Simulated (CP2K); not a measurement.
Two runs for the O K edge of acetic acid monohydrate. Run A: CP2K XAS_TDP, all-electron GAPW, PBEh(45%), aug-cc-pVDZ, TDA, no relativity. Run B differs in one setting.

First lines with a strength over 0.0015. A:

| atom | energy (eV) | states | strength, one atom |
| --- | --- | --- | --- |
| O3 (bonded to C and H, gives 1 H bond) | 530.43 | 1 | 0.0177 |
|  | 532.14 | 1 | 0.0045 |
|  | 532.96 | 1 | 0.0056 |
|  | 533.54 | 2 | 0.0047 |
|  | 533.95 | 1 | 0.0042 |
| O4 (bonded to C, takes 1 H bond) | 527.67 | 1 | 0.0376 |
|  | 531.81 | 1 | 0.0021 |
|  | 532.40 | 1 | 0.0021 |
|  | 533.97 | 1 | 0.0038 |
|  | 534.29 | 1 | 0.0019 |
| O5 (bonded to 2 H, gives 1 H bond, takes 1) | 530.09 | 1 | 0.0139 |
|  | 532.06 | 1 | 0.0202 |
|  | 532.31 | 1 | 0.0083 |
|  | 532.94 | 1 | 0.0033 |
|  | 533.13 | 1 | 0.0064 |

B:

| atom | energy (eV) | states | strength, one atom |
| --- | --- | --- | --- |
| O3 (bonded to C and H, gives 1 H bond) | 535.69 | 1 | 0.0176 |
|  | 537.40 | 1 | 0.0044 |
|  | 538.22 | 1 | 0.0055 |
|  | 538.80 | 2 | 0.0046 |
|  | 539.21 | 1 | 0.0042 |
| O4 (bonded to C, takes 1 H bond) | 532.53 | 1 | 0.0373 |
|  | 536.67 | 1 | 0.0021 |
|  | 537.26 | 1 | 0.0020 |
|  | 538.82 | 1 | 0.0038 |
|  | 539.14 | 1 | 0.0019 |
| O5 (bonded to 2 H, gives 1 H bond, takes 1) | 535.98 | 1 | 0.0138 |
|  | 537.95 | 1 | 0.0200 |
|  | 538.20 | 1 | 0.0082 |
|  | 538.83 | 1 | 0.0033 |
|  | 539.02 | 1 | 0.0063 |

**Question.** Which was it: GW2X switched on, scalar relativity switched on, the basis, the functional?

GW2X switched on. GW2X shifts an atom's lines together and keeps their spacings. Against PBEh(45%) in aug-cc-pVDZ, the leading lines move by +5.26 eV (O3, to 535.69), +4.86 eV (O4, to 532.53) and +5.89 eV (O5, to 535.98).

[Hosts, paths, dates, database ids (printed as entryN), source tags and the programs' standing remarks are cut or masked in the printed files.]
